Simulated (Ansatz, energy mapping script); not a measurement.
# NiO: J from the energies of magnetic orders, part 2 of 2

Wanted: the magnetic order of NiO, its couplings and an estimate of its ordering temperature, by PBE+U (6 eV).

PBE with U = 6 eV on Ni d, ortho-atomic projectors; plane waves, U on orthogonalised atomic orbitals unless named otherwise, collinear spin, no spin–orbit coupling.

So far. Step 10 (Uncompensated ++− start in cell C (6 atoms)): The run ends ferrimagnetic, 75.00 meV a magnetic atom below the parallel order of its cell. Step 11 (Run 7 (parallel; cell D, 6 atoms)): The run ends ferromagnetic. For each magnetic atom its energy differs from the parallel run of the first cell by -0.03 meV, an error that one common reference would have brought in.

### 12. Uncompensated ++− start in cell D (6 atoms)

This order reverses 5.33 of the 12 neighbours at 2.95 Å, 1.33 of the 6 neighbours at 4.17 Å and 16 of the 24 neighbours at 5.11 Å, counted for an average magnetic atom.

Input file input.yaml:

```yaml
crystal:
  lattice:
    - [0.0, 2.085901641, 2.085901641]
    - [0.0, 2.085901641, -2.085901641]
    - [-6.257704923, -2.085901641, 0.0]
  atoms:
    - { symbol: Ni, position: [0.0, 0.0, 0.0], spin: 2.0 }
    - { symbol: Ni, position: [0.333333333, 0.333333333, 0.666666667], spin: 2.0 }
    - { symbol: Ni, position: [0.666666667, 0.666666667, 0.333333333], spin: -2.0 }
    - { symbol: O, position: [0.833333333, 0.833333333, 0.666666667] }
    - { symbol: O, position: [0.166666667, 0.166666667, 0.333333333] }
    - { symbol: O, position: [0.5, 0.5, 0.0] }
magnetization:
  spin_polarized: true
kpoints:
  mp_grid: { grid: [9, 9, 9] }
hamiltonian:
  xc: pbe
  hubbard:
    sites:
      - { species: Ni, l: d, u_eff: 6.0 }
      - { site: 0, l: d, u_eff: 6.0, starting_ns: [{ spin: up, occupation_matrix: ni1_major }, { spin: down, occupation_matrix: ni1_minor }] }
      - { site: 1, l: d, u_eff: 6.0, starting_ns: [{ spin: up, occupation_matrix: ni1_major }, { spin: down, occupation_matrix: ni1_minor }] }
      - { site: 2, l: d, u_eff: 6.0, starting_ns: [{ spin: up, occupation_matrix: ni1_minor }, { spin: down, occupation_matrix: ni1_major }] }
    projectors: ortho-atomic
    occupation_matrices:
      ni1_major:
        matrix:
          - [0.998, 0.0, 0.0, 0.0, 0.0]
          - [0.0, 0.999, 0.0, 0.0, 0.0]
          - [0.0, 0.0, 0.999, 0.0, 0.0]
          - [0.0, 0.0, 0.0, 0.998, 0.0]
          - [0.0, 0.0, 0.0, 0.0, 0.999]
      ni1_minor:
        matrix:
          - [0.146, 0.0, 0.0, 0.0, 0.0]
          - [0.0, 0.997, 0.0, 0.0, 0.0]
          - [0.0, 0.0, 0.997, 0.0, 0.0]
          - [0.0, 0.0, 0.0, 0.146, 0.0]
          - [0.0, 0.0, 0.0, 0.0, 0.997]
scf:
  occupations: { method: fermi_dirac, width: 0.05 }
output:
  eigenvalues: true
```

The run is started by

```
$ ansatz run input.yaml --threads 4 --pin off --max-ram 8192MiB --backend cpu --events-out ev --progress --plain --runs-dir out
```

It took 7.9 s on 4 threads of Arm Neoverse V1, shared host; peak memory 0.59 GiB; 30 s of CPU time.

The run ends ferrimagnetic, 21.92 meV a magnetic atom below the parallel order of its cell.

### 13. Run 9 (parallel; cell E, 6 atoms)

This run holds the same structure in another cell (b 2.950 → 4.172 Å, c 6.596 → 5.109 Å, α 102.9 → 114.1°, β 102.9 → 106.8°).

Input file input.yaml:

```yaml
crystal:
  lattice:
    - [0.0, -2.085901641, -2.085901641]
    - [-4.171803282, 0.0, 0.0]
    - [2.085901641, 4.171803282, -2.085901641]
  atoms:
    - { symbol: Ni, position: [0.666666667, 0.666666667, 0.333333333], spin: 2.0 }
    - { symbol: Ni, position: [0.333333333, 0.333333333, 0.666666667], spin: 2.0 }
    - { symbol: Ni, position: [0.0, 0.0, 0.0], spin: 2.0 }
    - { symbol: O, position: [0.666666667, 0.166666667, 0.333333333] }
    - { symbol: O, position: [0.333333333, 0.833333333, 0.666666667] }
    - { symbol: O, position: [0.0, 0.5, 0.0] }
magnetization:
  spin_polarized: true
kpoints:
  mp_grid: { grid: [9, 9, 9] }
hamiltonian:
  xc: pbe
  hubbard:
    sites:
      - { species: Ni, l: d, u_eff: 6.0 }
      - { site: 0, l: d, u_eff: 6.0, starting_ns: [{ spin: up, occupation_matrix: ni1_major }, { spin: down, occupation_matrix: ni1_minor }] }
      - { site: 1, l: d, u_eff: 6.0, starting_ns: [{ spin: up, occupation_matrix: ni1_major }, { spin: down, occupation_matrix: ni1_minor }] }
      - { site: 2, l: d, u_eff: 6.0, starting_ns: [{ spin: up, occupation_matrix: ni1_major }, { spin: down, occupation_matrix: ni1_minor }] }
    projectors: ortho-atomic
    occupation_matrices:
      ni1_major:
        matrix:
          - [0.998, 0.0, 0.0, 0.0, 0.0]
          - [0.0, 0.999, 0.0, 0.0, 0.0]
          - [0.0, 0.0, 0.999, 0.0, 0.0]
          - [0.0, 0.0, 0.0, 0.998, 0.0]
          - [0.0, 0.0, 0.0, 0.0, 0.999]
      ni1_minor:
        matrix:
          - [0.146, 0.0, 0.0, 0.0, 0.0]
          - [0.0, 0.997, 0.0, 0.0, 0.0]
          - [0.0, 0.0, 0.997, 0.0, 0.0]
          - [0.0, 0.0, 0.0, 0.146, 0.0]
          - [0.0, 0.0, 0.0, 0.0, 0.997]
scf:
  occupations: { method: fermi_dirac, width: 0.05 }
output:
  eigenvalues: true
```

It took 14 s on 4 threads; peak memory 0.76 GiB.

The run ends ferromagnetic. For each magnetic atom its energy differs from the parallel run of the first cell by 0.13 meV, an error that one common reference would have brought in.

### 14. Uncompensated ++− start in cell E (6 atoms)

This order reverses 6.67 of the 12 neighbours at 2.95 Å, 2.67 of the 6 neighbours at 4.17 Å and 8 of the 24 neighbours at 5.11 Å, counted for an average magnetic atom.

Edit input.yaml of step 13 so:

```diff
@@ -8,3 +8,3 @@
     - { symbol: Ni, position: [0.333333333, 0.333333333, 0.666666667], spin: 2.0 }
-    - { symbol: Ni, position: [0.0, 0.0, 0.0], spin: 2.0 }
+    - { symbol: Ni, position: [0.0, 0.0, 0.0], spin: -2.0 }
     - { symbol: O, position: [0.666666667, 0.166666667, 0.333333333] }
@@ -23,3 +23,3 @@
       - { site: 1, l: d, u_eff: 6.0, starting_ns: [{ spin: up, occupation_matrix: ni1_major }, { spin: down, occupation_matrix: ni1_minor }] }
-      - { site: 2, l: d, u_eff: 6.0, starting_ns: [{ spin: up, occupation_matrix: ni1_major }, { spin: down, occupation_matrix: ni1_minor }] }
+      - { site: 2, l: d, u_eff: 6.0, starting_ns: [{ spin: up, occupation_matrix: ni1_minor }, { spin: down, occupation_matrix: ni1_major }] }
     projectors: ortho-atomic
```

Wall time 16 s (4 threads); peak memory 0.77 GiB; 63 s of CPU time.

The run ends ferrimagnetic, 47.70 meV a magnetic atom below the parallel order of its cell.

### 15. The fit

Each energy difference is a sum of couplings weighted by the pairs that the order reverses. A few near shells are fitted to the differences by least squares. Energies are those extrapolated to zero occupation width, not the free energies F.

The orders that converged (zero: parallel moments in the same cell):

```
                      order  atoms  energy (meV a magnetic atom)  moments (μB)  moments kept as typed  opposed neighbours at 2.95, 4.17, 5.11 Å
         parallel in cell A      4                          0.00          1.72                    yes                                   0, 0, 0
   compensated +− in cell A      4                         10.46          1.72                    yes                                  8, 0, 16
         parallel in cell B      4                          0.00          1.72                    yes                                   0, 0, 0
   compensated +− in cell B      4                       -107.66          1.66                    yes                                  6, 6, 12
         parallel in cell C      6                          0.00          1.72                    yes                                   0, 0, 0
uncompensated ++− in cell C      6                        -75.00  1.65 to 1.69                    yes                                  4, 4, 12
         parallel in cell D      6                          0.00          1.72                    yes                                   0, 0, 0
uncompensated ++− in cell D      6                        -21.92  1.70 to 1.71                    yes                            5.33, 1.33, 16
         parallel in cell E      6                          0.00          1.72                    yes                                   0, 0, 0
uncompensated ++− in cell E      6                        -47.70  1.68 to 1.70                    yes                             6.67, 2.67, 8
```

Fitted to E = −Σ J e·e over ordered pairs of unit vectors (J > 0 favours parallel moments):

| pair | distance (Å) | neighbours | J (meV) |
| --- | --- | --- | --- |
| Ni–Ni | 2.95 | 12 | 0.613 |
| Ni–Ni | 4.17 | 6 | -9.65 |
| Ni–Ni | 5.11 | 24 | 0.0254 |
| Ni–Ni | 5.90 | 12 | -0.360 |

These orders cannot tell some unfitted shells from fitted ones: the value at 2.95 Å holds J(2.95) + 4 J(7.80) + J(8.85), the value at 5.11 Å holds J(5.11) + J(8.85) and the value at 5.90 Å holds J(5.90) − J(8.85); other unfitted shells add to the values wholly or in part.

Adding the shell at 6.60 Å gives 0.66, -9.6, 0.033, -0.37 and -0.034 meV and a mean-field temperature of 413 K, an exact solve that tests nothing.

In mean field these couplings order at 415 K, at q = (0.50, 0.50, 0.50) in fractions of the conventional cell's reciprocal vectors, and give a Curie–Weiss temperature of -420 K.

### 16. Finite temperature

Mean field ignores fluctuations and overstates the ordering temperature, so the model is also sampled. The heat capacity peaks where order sets in.

Classical unit spins with these couplings on 8×8×4 copies of a cell that holds the lowest order (512 spins), heat-bath sweeps, cooled from random directions, 831 sweeps to settle and 2493 measured at each temperature, averaged over 4 runs.

| T (K) | order along the lowest pattern | net moment | heat capacity (k_B a spin) |
| --- | --- | --- | --- |
| 49.8 | 0.44 | 0.01 | 0.99 |
| 85.1 | 0.43 | 0.01 | 1.03 |
| 138 | 0.39 | 0.01 | 1.16 |
| 173 | 0.37 | 0.02 | 1.31 |
| 209 | 0.36 | 0.02 | 1.38 |
| 262 | 0.28 | 0.02 | 1.87 |
| 279 | 0.25 | 0.02 | 1.90 |
| 297 | 0.22 | 0.02 | 1.75 |
| 332 | 0.15 | 0.03 | 1.12 |
| 368 | 0.12 | 0.03 | 0.63 |
| 421 | 0.09 | 0.03 | 0.38 |
| 456 | 0.08 | 0.03 | 0.29 |

The smoothed heat capacity peaks at 273 K. The order column follows one pattern alone; equivalent domains or another pattern share the rest.

### 17. What came out

```yaml
lowest_order_tried: compensated +− in cell B
largest_fitted_value_a_combination_of_shells_ni_ni_at_4p17_a: -9.65 meV
ordering_temperature_mean_field: 415 K
heat_capacity_peak_monte_carlo: 273 K
```

What this shows: Of the orders tried, NiO prefers the order “compensated +− in cell B” under PBE+U (6 eV), with 6 of 12 neighbours at 2.95 Å, 6 of 6 neighbours at 4.17 Å and 12 of 24 neighbours at 5.11 Å opposed, and the heat capacity of the fitted model peaks near 273 K (Monte Carlo, classical spins). The largest fitted coupling is the Ni–Ni pair at 4.17 Å, antiferromagnetic at -9.7 meV, across a ligand at about 180°. The straight metal–ligand–metal path outweighs the right-angled one, the pattern expected of superexchange through one ligand p orbital, which these runs do not test. The orders also reverse pairs at 6.60 Å, which are not fitted, so the fitted values hold their part too. With 5 differences for 4 couplings the fit misses by 0.41 meV at most, a small part of the spread. In the fitted orders moments change by up to 3.7 % against the parallel run of the same cell, so their size stays put. Monte Carlo puts the peak at 0.66 of the mean-field temperature, since mean field leaves out fluctuations. In tests on simple cubic and body-centred models such peaks lay 5 to 6 % under the bulk value. On cooling, the order along the one computed pattern stays at or under 0.48: the model settles in an equivalent domain, a degenerate mixture or another order. The parallel order holds 2 μB a magnetic atom, spin 1; the common factor (S+1)/S would raise the classical 273 K to 547 K, a correction that often overshoots. The classical value and the one scaled by (S+1)/S differ by a factor of 2, so closeness of either to the measured temperature is partly a matter of convention.

Computed beside measured:

| quantity | measured | PBE+U (6 eV), Monte Carlo | PBE+U (6 eV), Monte Carlo × (S+1)/S |
| --- | --- | --- | --- |
| ordering temperature (spin model) (K) | 524 | 273 (-47.8 %) | 547 (+4.4 %) |

Measured values from arxiv:cond-mat/0609101 (2006).

Verdict: The ordering temperature is off by -47.8 % at PBE+U (6 eV), Monte Carlo: a clear miss. Of the levels listed, nearest comes PBE+U (6 eV), Monte Carlo × (S+1)/S (+4.4 %). A U picked for its result is no test. No cell relaxation is part of this session.

[Logs and program files are shortened in this print: banners, set-up blocks, solver, clock and traceback lines can be left out without a mark of their own.]

[Logs are printed without paths, hosts, clocks, repeated set-up lines and the standing remarks that a program may print on its own settings, such as how far it seeks lower states.]

[Hosts, paths, dates, database ids (printed as entryN), source tags and the programs' standing remarks are cut or masked in the printed files.]

[Where a cell is said to come from a database of computed structures, the database is the Materials Project.]
